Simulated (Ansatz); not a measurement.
# K on Rh(111): change of the work function, part 2 of 5

Wanted: Δφ(θ) for K/Rh(111), starting from the top site.

Ansatz 0.2.0; plane-wave DFT, RPBE, Ansatz PAW.

So far, work function, upper face (eV): step 2 (the clean slab) 5.02.

### 3. The covered slab, k-mesh 5×5×1, coverage 0.111 ML

System of this step: KRh36 (K/Rh(111)). The cell holds 37 atoms: 36 Rh and 1 K. Cell: a = 8.061 Å, b = 8.061 Å, c = 28.243 Å, α = 90.0°, β = 90.0°, γ = 60.0°. Vacuum lies along c.

The clean slab as it ended is repeated in the plane and the adsorbate is set on one face; the cell's size fixes the coverage, and the k-mesh shrinks with it to keep the sampling density about even. Adsorbate and upper layers relax, since the dipole depends on the height.

Input file input.yaml:

```yaml
crystal:
  lattice:
    - [8.0610173054, -1.0e-10, 0.0]
    - [4.0305086528, 6.9810457668, 0.0]
    - [0.0, 0.0, 28.2428767702]
  atoms:
    - { symbol: Rh, position: [0.0, 0.0, 0.3186644219] }
    - { symbol: Rh, position: [0.1111111111, 0.1111111111, 0.3963452843] }
    - { symbol: Rh, position: [0.2222222222, 0.2222222222, 0.4747505151] }
    - { symbol: Rh, position: [0.0, 0.0, 0.5530731482] }
    - { symbol: Rh, position: [0.0, 0.3333333333, 0.3186644219] }
    - { symbol: Rh, position: [0.1111111111, 0.4444444444, 0.3963452843] }
    - { symbol: Rh, position: [0.2222222222, 0.5555555556, 0.4747505151] }
    - { symbol: Rh, position: [0.0, 0.3333333333, 0.5530731482] }
    - { symbol: Rh, position: [0.0, 0.6666666667, 0.3186644219] }
    - { symbol: Rh, position: [0.1111111111, 0.7777777778, 0.3963452843] }
    - { symbol: Rh, position: [0.2222222222, 0.8888888889, 0.4747505151] }
    - { symbol: Rh, position: [0.0, 0.6666666667, 0.5530731482] }
    - { symbol: Rh, position: [0.3333333333, 0.0, 0.3186644219] }
    - { symbol: Rh, position: [0.4444444444, 0.1111111111, 0.3963452843] }
    - { symbol: Rh, position: [0.5555555556, 0.2222222222, 0.4747505151] }
    - { symbol: Rh, position: [0.3333333333, 0.0, 0.5530731482] }
    - { symbol: Rh, position: [0.3333333333, 0.3333333333, 0.3186644219] }
    - { symbol: Rh, position: [0.4444444444, 0.4444444444, 0.3963452843] }
    - { symbol: Rh, position: [0.5555555556, 0.5555555556, 0.4747505151] }
    - { symbol: Rh, position: [0.3333333333, 0.3333333333, 0.5530731482] }
    - { symbol: Rh, position: [0.3333333333, 0.6666666667, 0.3186644219] }
    - { symbol: Rh, position: [0.4444444444, 0.7777777778, 0.3963452843] }
    - { symbol: Rh, position: [0.5555555556, 0.8888888889, 0.4747505151] }
    - { symbol: Rh, position: [0.3333333333, 0.6666666667, 0.5530731482] }
    - { symbol: Rh, position: [0.6666666667, 0.0, 0.3186644219] }
    - { symbol: Rh, position: [0.7777777778, 0.1111111111, 0.3963452843] }
    - { symbol: Rh, position: [0.8888888889, 0.2222222222, 0.4747505151] }
    - { symbol: Rh, position: [0.6666666667, 0.0, 0.5530731482] }
    - { symbol: Rh, position: [0.6666666667, 0.3333333333, 0.3186644219] }
    - { symbol: Rh, position: [0.7777777778, 0.4444444444, 0.3963452843] }
    - { symbol: Rh, position: [0.8888888889, 0.5555555556, 0.4747505151] }
    - { symbol: Rh, position: [0.6666666667, 0.3333333333, 0.5530731482] }
    - { symbol: Rh, position: [0.6666666667, 0.6666666667, 0.3186644219] }
    - { symbol: Rh, position: [0.7777777778, 0.7777777778, 0.3963452843] }
    - { symbol: Rh, position: [0.8888888889, 0.8888888889, 0.4747505151] }
    - { symbol: Rh, position: [0.6666666667, 0.6666666667, 0.5530731482] }
    - { symbol: K, position: [0.0, 0.0, 0.6813355781] }
kpoints:
  mp_grid: { grid: [5, 5, 1] }
hamiltonian:
  xc: rpbe
scf:
  occupations: { method: fermi_dirac, width: 0.1 }
  convergence: { dr2_threshold: 1.0e-08 }
efield:
  axis: 3
  dipole_correction: true
  ramp_position: 0.97
  ramp_width: 0.06
relax:
  f_tol: 0.02
  max_steps: 60
  constraints:
    - { sites: [0, 1, 4, 5, 8, 9, 12, 13, 16, 17, 20, 21, 24, 25, 28, 29, 32, 33] }
output:
  bader: true
  write_potential: true
  write_density: true
  volumetric_format: npy
```

Command:

```console
> ansatz run input.yaml --threads 4 --pin off --max-ram 12288MiB --backend cpu --events-out ev --progress --plain --runs-dir out
```

Numbers of over 12 decimals in the logs are rounded to 6 here.

Log:

```text
[...]
Crystal: 37 atoms, lattice volume = 1589.349 Å³
Basis set: ecut = 420 eV, 31241 PW (Γ), exchange–correlation on 108×108×384 points (8 copies of the dense FFT grid, shifted against one another)
Bands: 373, of which v1, the nominal top of the filled ones, is band 311 counted from 1 (310 counted from 0)
Symmetry: 6 space group operations
[...]
k-points: 5 of 25 (time reversal used)
[...]
SCF iter   1: F=—  HF=-232305.182749 eV  |F-HF|=—  |Δ(HF+E_count)|=         —  Δρ=1.14e-2  dr2=5.62e1  ethr=1.77e-3  p=1.474 e·Å  D=1.68e-1 V/Å  ΔV_dip=-4.74 eV  dr2_dipole=3.94e1  V_vac-E_F(+/−)=0.29/5.03 eV  ⟨swp⟩=7.0  Hψ=7431  notcnv=0  defer=23
[...]
SCF iter  13: F=-232304.380262 eV  HF=-232304.380262 eV  |F-HF|=4.51e-9  |Δ(HF+E_count)|=   4.99e-8  Δρ=2.79e-7  dr2=3.85e-9  ethr=1.61e-12  p=1.105 e·Å  D=1.26e-1 V/Å  ΔV_dip=-3.55 eV  dr2_dipole=1.29e-11  V_vac-E_F(+/−)=1.45/5.00 eV  ⟨swp⟩=9.4  Hψ=12616  notcnv=0
SCF 1 converged in 13 iterations: F = -232304.380262 eV  dr2 = 3.85e-9
[...]
relax step   1: F+E_penalty+E_count = -232304.38026155 eV  Δ(F+E_penalty+E_count) = +0.000e0 eV  max|allowed force component| = 8.019e-1 eV/Å  Δτ_max = 0.0000 Å  (13 SCF iters, accepted)
[...]
SCF iter  10: F=-232304.491434 eV  HF=-232304.491434 eV  |F-HF|=5.03e-9  |Δ(HF+E_count)|=   3.11e-8  Δρ=2.99e-7  dr2=5.03e-9  ethr=1.61e-12  p=1.110 e·Å  D=1.26e-1 V/Å  ΔV_dip=-3.57 eV  dr2_dipole=3.33e-10  V_vac-E_F(+/−)=1.43/5.01 eV  ⟨swp⟩=9.2  Hψ=12351  notcnv=0
SCF 2 converged in 10 iterations: F = -232304.491434 eV  dr2 = 5.03e-9
relax step   2: F+E_penalty+E_count = -232304.49143395 eV  Δ(F+E_penalty+E_count) = -1.112e-1 eV  max|allowed force component| = 7.728e-1 eV/Å  Δτ_max = 0.1392 Å  (10 SCF iters, accepted)
SCF iter   1: F=—  HF=-232304.643901 eV  |F-HF|=—  |Δ(HF+E_count)|=         —  Δρ=2.09e-3  dr2=3.69e-1  ethr=7.83e-4  p=1.110 e·Å  D=1.26e-1 V/Å  ΔV_dip=-3.57 eV  dr2_dipole=1.01e-1  V_vac-E_F(+/−)=1.44/5.01 eV  ⟨swp⟩=6.4  Hψ=4808  notcnv=0  defer=52
[...]
SCF iter  10: F=-232304.637068 eV  HF=-232304.637067 eV  |F-HF|=8.61e-9  |Δ(HF+E_count)|=   5.65e-8  Δρ=2.01e-7  dr2=1.24e-9  ethr=1.61e-12  p=1.086 e·Å  D=1.24e-1 V/Å  ΔV_dip=-3.49 eV  dr2_dipole=9.87e-13  V_vac-E_F(+/−)=1.52/5.01 eV  ⟨swp⟩=9.2  Hψ=12010  notcnv=0
SCF 3 converged in 10 iterations: F = -232304.637068 eV  dr2 = 1.24e-9
[...]
relax step   3: F+E_penalty+E_count = -232304.63706750 eV  Δ(F+E_penalty+E_count) = -1.456e-1 eV  max|allowed force component| = 6.048e-1 eV/Å  Δτ_max = 0.1952 Å  (10 SCF iters, accepted)
[...]
relax step   4: F+E_penalty+E_count = -232304.73026812 eV  Δ(F+E_penalty+E_count) = -9.320e-2 eV  max|allowed force component| = 3.214e-1 eV/Å  Δτ_max = 0.1950 Å  (10 SCF iters, accepted)
[...]
relax step   5: F+E_penalty+E_count = -232304.76095761 eV  Δ(F+E_penalty+E_count) = -3.069e-2 eV  max|allowed force component| = 5.719e-2 eV/Å  Δτ_max = 0.1948 Å  (10 SCF iters, accepted)
[...]
relax step   6: F+E_penalty+E_count = -232304.76118784 eV  Δ(F+E_penalty+E_count) = -2.302e-4 eV  max|allowed force component| = 4.830e-2 eV/Å  Δτ_max = 0.0358 Å  (9 SCF iters, accepted)
SCF iter   1: F=—  HF=-232304.758550 eV  |F-HF|=—  |Δ(HF+E_count)|=         —  Δρ=2.76e-4  dr2=9.26e-3  ethr=1.53e-5  p=0.971 e·Å  D=1.11e-1 V/Å  ΔV_dip=-3.12 eV  dr2_dipole=3.09e-3  V_vac-E_F(+/−)=1.89/5.01 eV  ⟨swp⟩=4.6  Hψ=3418  notcnv=0  defer=33
[...]
SCF iter   8: F=-232304.761693 eV  HF=-232304.761693 eV  |F-HF|=2.01e-8  |Δ(HF+E_count)|=   7.88e-8  Δρ=1.93e-7  dr2=1.44e-9  ethr=1.61e-12  p=0.963 e·Å  D=1.10e-1 V/Å  ΔV_dip=-3.10 eV  dr2_dipole=2.12e-11  V_vac-E_F(+/−)=1.91/5.01 eV  ⟨swp⟩=9.0  Hψ=11638  notcnv=0
SCF 7 converged in 8 iterations: F = -232304.761693 eV  dr2 = 1.44e-9
relax step   7: F+E_penalty+E_count = -232304.76169261 eV  Δ(F+E_penalty+E_count) = -5.048e-4 eV  max|allowed force component| = 2.419e-3 eV/Å  Δτ_max = 0.0162 Å  (8 SCF iters, accepted)
NSCF: frozen V_eff on 5 k-points
[...]
WARN: The output density's exchange-correlation potential varies sharply where the density is thin. Do not read a vacuum level from v_tot or v_xc, or from such a field of the output density. On a cell that repeats whose density bears no net charge and no dipole along the vacuum's axis use v_es (v_loc + v_h of the components); under efield.dipole_correction with no amplitude use v_es + v_field, which holds any externa [...]
SCF converged after 8 iterations
Free energy (F): -232304.761693 eV
[...]
Internal energy: -232302.745000 eV  (E = F + TS)
E sigma→0 (E₀):  -232303.753346 eV
Entropy (-TS):   -2.016693 eV (-54.505 meV/atom)
Fermi energy:    4.830329 eV
Dipole field:    D = 0.109673 V/Å  (p = 0.963294 e·Å, saw-weighted, corrected)
Work function:   Φ+ = 1.9105 eV   Φ− = 5.0080 eV
[...]
--- Forces (eV/Å), atoms counted from 1 ---
  atom   1  Rh    -0.00000000    -0.00000000    -0.14273676
  atom   2  Rh     0.02224830     0.01284506     0.14176348
  atom   3  Rh    -0.00000422    -0.00000243    -0.00056865
  atom   4  Rh     0.00000000     0.00000000     0.00241915
  atom   5  Rh    -0.00121947     0.00104317    -0.13438912
  atom   6  Rh     0.00230400    -0.00133021     0.17270164
  atom   7  Rh     0.00000000     0.00000487    -0.00056865
  atom   8  Rh    -0.00059750    -0.00103544    -0.00036943
  atom   9  Rh    -0.00151315     0.00053451    -0.13438912
  atom  10  Rh    -0.00000000    -0.02569012     0.14176348
  atom  11  Rh     0.00022222    -0.00012830     0.00121910
  atom  12  Rh     0.00059797     0.00103517    -0.00036943
  atom  13  Rh     0.00029368    -0.00157768    -0.13438912
  atom  14  Rh     0.00000000     0.00266042     0.17270164
  atom  15  Rh     0.00000422    -0.00000243    -0.00056865
  atom  16  Rh    -0.00119547     0.00000027    -0.00036943
  atom  17  Rh    -0.00000000    -0.00000000    -0.13890208
  atom  18  Rh    -0.00230400    -0.00133021     0.17270164
  atom  19  Rh     0.00008655     0.00004997    -0.00037999
  atom  20  Rh    -0.00000000     0.00000000    -0.00027607
  atom  21  Rh     0.00151315     0.00053451    -0.13438912
  atom  22  Rh     0.03586866    -0.02070878     0.09704246
  atom  23  Rh    -0.00000000    -0.00009994    -0.00037999
  atom  24  Rh    -0.00059797     0.00103517    -0.00036943
  atom  25  Rh    -0.00029368    -0.00157768    -0.13438912
  atom  26  Rh    -0.02224830     0.01284506     0.14176348
  atom  27  Rh     0.00000000     0.00025660     0.00121910
  atom  28  Rh     0.00119547     0.00000027    -0.00036943
  atom  29  Rh     0.00121947     0.00104317    -0.13438912
  atom  30  Rh     0.00000000     0.04141756     0.09704246
  atom  31  Rh    -0.00008655     0.00004997    -0.00037999
  atom  32  Rh     0.00059750    -0.00103544    -0.00036943
  atom  33  Rh    -0.00000000    -0.00000000    -0.14542674
  atom  34  Rh    -0.03586866    -0.02070878     0.09704246
  atom  35  Rh    -0.00022222    -0.00012830     0.00121910
  atom  36  Rh     0.00000000     0.00000000    -0.00091002
  atom  37  K     -0.00000000    -0.00000000    -0.00096413
  max |Σ_I F_I| component: 1.38e-5 eV/Å
--- Band table (eV; the first three rows and the last of 5) ---
  k-point 0: bands = [... 307 lower, 4.7495, 4.7521, 4.7521, 4.7954, 4.7954, 4.8050, 4.8176, 4.8176, ... 58 higher]
  k-point 1: bands = [... 307 lower, 4.7671, 4.7920, 4.8017, 4.8071, 4.8377, 4.9184, 4.9190, 4.9456, ... 58 higher]
  k-point 2: bands = [... 307 lower, 4.7014, 4.8125, 4.8304, 4.8475, 4.9495, 4.9622, 4.9748, 4.9760, ... 58 higher]
  k-point 4: bands = [... 307 lower, 4.7571, 4.8118, 4.8598, 4.8921, 4.9055, 4.9200, 4.9241, 5.0509, ... 58 higher]
--- Relaxed structure (7 steps of the walk, 7 accepted, 0 SCFs on fresh bases) ---
  F+E_penalty+E_count = -232304.76169261 eV   max|allowed force component| = 2.419e-3 eV/Å
  atoms:
    - { symbol: Rh, position: [0.0, 0.0, 0.3186644219] }
    - { symbol: Rh, position: [0.111111, 0.111111, 0.3963452843] }
    - { symbol: Rh, position: [0.222238, 0.222238, 0.475055] }
    - { symbol: Rh, position: [-7.662658719509292e-19, 0, 0.551103] }
    - { symbol: Rh, position: [-2.7755575615628914e-17, 0.333333, 0.3186644219] }
    - { symbol: Rh, position: [0.111111, 0.444444, 0.3963452843] }
    - { symbol: Rh, position: [0.222238, 0.555524, 0.475055] }
    - { symbol: Rh, position: [-0.00011834, 0.333357, 0.553740] }
    - { symbol: Rh, position: [-5.551115123125783e-17, 0.6666666667, 0.3186644219] }
    - { symbol: Rh, position: [0.111111, 0.7777777778, 0.3963452843] }
    - { symbol: Rh, position: [0.223206, 0.888397, 0.474482] }
    - { symbol: Rh, position: [-0.00011834, 0.666762, 0.553740] }
    - { symbol: Rh, position: [0.3333333333, 0, 0.3186644219] }
    - { symbol: Rh, position: [0.444444, 0.111111, 0.3963452843] }
    - { symbol: Rh, position: [0.555524, 0.222238, 0.475055] }
    - { symbol: Rh, position: [0.333357, -0.00011834, 0.553740] }
    - { symbol: Rh, position: [0.333333, 0.333333, 0.3186644219] }
    - { symbol: Rh, position: [0.444444, 0.444444, 0.3963452843] }
    - { symbol: Rh, position: [0.555596, 0.555596, 0.475008] }
    - { symbol: Rh, position: [0.333333, 0.333333, 0.553747] }
    - { symbol: Rh, position: [0.3333333333, 0.666667, 0.3186644219] }
    - { symbol: Rh, position: [0.444444, 0.7777777778, 0.3963452843] }
    - { symbol: Rh, position: [0.555596, 0.888808, 0.475008] }
    - { symbol: Rh, position: [0.333357, 0.666762, 0.553740] }
    - { symbol: Rh, position: [0.6666666667, 0.0, 0.3186644219] }
    - { symbol: Rh, position: [0.7777777778, 0.1111111111, 0.3963452843] }
    - { symbol: Rh, position: [0.888397, 0.223206, 0.474482] }
    - { symbol: Rh, position: [0.666762, -0.00011834, 0.553740] }
    - { symbol: Rh, position: [0.6666666667, 0.3333333333, 0.3186644219] }
    - { symbol: Rh, position: [0.777778, 0.444444, 0.3963452843] }
    - { symbol: Rh, position: [0.888808, 0.555596, 0.475008] }
    - { symbol: Rh, position: [0.666762, 0.333357, 0.553740] }
    - { symbol: Rh, position: [0.666667, 0.666667, 0.3186644219] }
    - { symbol: Rh, position: [0.777778, 0.7777777778, 0.3963452843] }
    - { symbol: Rh, position: [0.888397, 0.888397, 0.474482] }
    - { symbol: Rh, position: [0.666667, 0.666667, 0.553737] }
    - { symbol: K, position: [-9.704639384423212e-18, 0, 0.656387] }
--- Bader charges: 37 sites ---
  site symbol  charge [e]  shift [e]
     0     Rh     -0.0446     0.0001
     1     Rh      0.0470     0.0001
     2     Rh      0.0400     0.0000
     3     Rh     -0.2027     0.0001
     4     Rh     -0.0452     0.0001
     5     Rh      0.0467     0.0001
     6     Rh      0.0400     0.0000
     7     Rh     -0.1292     0.0000
     8     Rh     -0.0452     0.0001
     9     Rh      0.0470     0.0001
    10     Rh      0.0373     0.0000
    11     Rh     -0.1292     0.0000
    12     Rh     -0.0452     0.0001
    13     Rh      0.0467     0.0001
    14     Rh      0.0400     0.0000
    15     Rh     -0.1292     0.0000
    16     Rh     -0.0454     0.0001
    17     Rh      0.0467     0.0001
    18     Rh      0.0392     0.0000
    19     Rh     -0.0854     0.0000
    20     Rh     -0.0452     0.0001
    21     Rh      0.0464     0.0001
    22     Rh      0.0393     0.0000
    23     Rh     -0.1292     0.0000
    24     Rh     -0.0452     0.0001
    25     Rh      0.0470     0.0001
    26     Rh      0.0373     0.0000
    27     Rh     -0.1292     0.0000
    28     Rh     -0.0452     0.0001
    29     Rh      0.0464     0.0001
    30     Rh      0.0393     0.0000
    31     Rh     -0.1292     0.0000
    32     Rh     -0.0447     0.0001
    33     Rh      0.0464     0.0001
    34     Rh      0.0373     0.0000
    35     Rh     -0.0858     0.0000
    36      K      0.7848     0.0000
  estimated error of the sums over rays = 5.5e-4 e
```

The job ended after 20 min (4 threads of Arm Neoverse V1, shared host; peak memory 9 GiB).

Step by step:

| step | energy less that of the first step (eV) | largest force component (eV/Å) |
| --- | --- | --- |
| 1 | 0.0000 | 0.8019 |
| 2 | -0.1112 | 0.7728 |
| 3 | -0.2568 | 0.6048 |
| 4 | -0.3500 | 0.3214 |
| 5 | -0.3807 | 0.0572 |
| 6 | -0.3809 | 0.0483 |
| 7 | -0.3814 | 0.0024 |

Forces are held to the 6 operations that the run works with; a distortion that breaks them can't arise in this run.

The atoms that moved most (Å):

| atom | dx | dy | dz | length |
| --- | --- | --- | --- | --- |
| K37 | 0.000 | 0.000 | -0.705 | 0.705 |
| Rh4 | 0.000 | 0.000 | -0.056 | 0.056 |
| Rh20 | 0.000 | 0.000 | 0.019 | 0.019 |
| Rh8 | -0.001 | 0.000 | 0.019 | 0.019 |
| Rh16 | 0.000 | -0.001 | 0.019 | 0.019 |
| Rh28 | 0.000 | -0.001 | 0.019 | 0.019 |
| Rh12 | -0.001 | 0.001 | 0.019 | 0.019 |
| Rh32 | 0.001 | 0.000 | 0.019 | 0.019 |

The relaxed structure:

```xyz
37
Lattice="8.0610 0.0000 0.0000 4.0305 6.9810 0.0000 0.0000 0.0000 28.2429" Properties=species:S:1:pos:R:3
Rh    0.0000    0.0000    9.0000
Rh    1.3435    0.7757   11.1939
Rh    2.6872    1.5515   13.4169
Rh    0.0000    0.0000   15.5647
Rh    1.3435    2.3270    9.0000
Rh    2.6870    3.1027   11.1939
Rh    4.0305    3.8781   13.4169
Rh    1.3426    2.3272   15.6392
Rh    2.6870    4.6540    9.0000
Rh    4.0305    5.4297   11.1939
Rh    5.3800    6.2019   13.4007
Rh    2.6864    4.6547   15.6392
Rh    2.6870    0.0000    9.0000
Rh    4.0305    0.7757   11.1939
Rh    5.3738    1.5515   13.4169
Rh    2.6867   -0.0008   15.6392
Rh    4.0305    2.3270    9.0000
Rh    5.3740    3.1027   11.1939
Rh    6.7180    3.8786   13.4156
Rh    4.0305    2.3270   15.6394
Rh    5.3740    4.6540    9.0000
Rh    6.7175    5.4297   11.1939
Rh    8.0610    6.2048   13.4156
Rh    5.3746    4.6547   15.6392
Rh    5.3740    0.0000    9.0000
Rh    6.7175    0.7757   11.1939
Rh    8.0610    1.5582   13.4007
Rh    5.3743   -0.0008   15.6392
Rh    6.7175    2.3270    9.0000
Rh    8.0610    3.1027   11.1939
Rh    9.4040    3.8786   13.4156
Rh    6.7184    2.3272   15.6392
Rh    8.0610    4.6540    9.0000
Rh    9.4045    5.4297   11.1939
Rh   10.7421    6.2019   13.4007
Rh    8.0610    4.6540   15.6391
K     0.0000    0.0000   18.5383
```

This step gave:

| Quantity | Value |
| --- | --- |
| energy at zero smearing | -232303.7533 eV |
| work function, upper face | 1.911 eV |
| work function, lower face | 5.008 eV |
| dipole along the normal | 0.9633 e·Å |
| step between the vacuum levels | -3.097 eV |

Running mean over 2.194 Å of the planar mean; the ramp of the sawtooth is left out. Table of electron's electrostatic potential energy less the Fermi level by z:

z (Å), electron's electrostatic potential energy less the Fermi level (eV) and a bar from the least value:
```
        4        5.0 ##############################
        5        5.0 ##############################
        6        4.9 ##############################
        7        4.0 ############################
        8       -5.7 ############
        9      -12.8 #
       10      -13.1 
       11      -13.3 
       12      -13.0 
       13      -13.2 
       14      -13.0 
       15      -12.8 #
       16      -11.9 ##
       17       -1.4 ###################
       18        2.0 #########################
       19        1.3 ########################
       20        1.7 #########################
       21        1.9 #########################
       22        1.9 #########################
       23        1.9 #########################
       24        1.9 #########################
       25        1.9 #########################
```

The relaxation took 7 steps and lowered the energy by 0.38 eV; the largest force on the free atoms ends at 0.0024 eV/Å.

The covered face has 1.91 eV, -3.11 eV against the clean one; the bare back face has moved by -0.00 eV, a measure of how thin the slab is.

(Continued in part 3 of 5.)

[Logs are printed without paths, hosts, clocks, repeated set-up lines and the standing remarks that a program may print on its own settings, such as how far it seeks lower states.]

[Hosts, paths, dates, database ids (printed as entryN), source tags and the programs' standing remarks are cut or masked in the printed files.]

[Maps of the electrostatic potential energy from Ansatz leave out the sawtooth potential of an applied field or a dipole correction, so their vacuum need not be flat; planar profiles and work functions include it.]
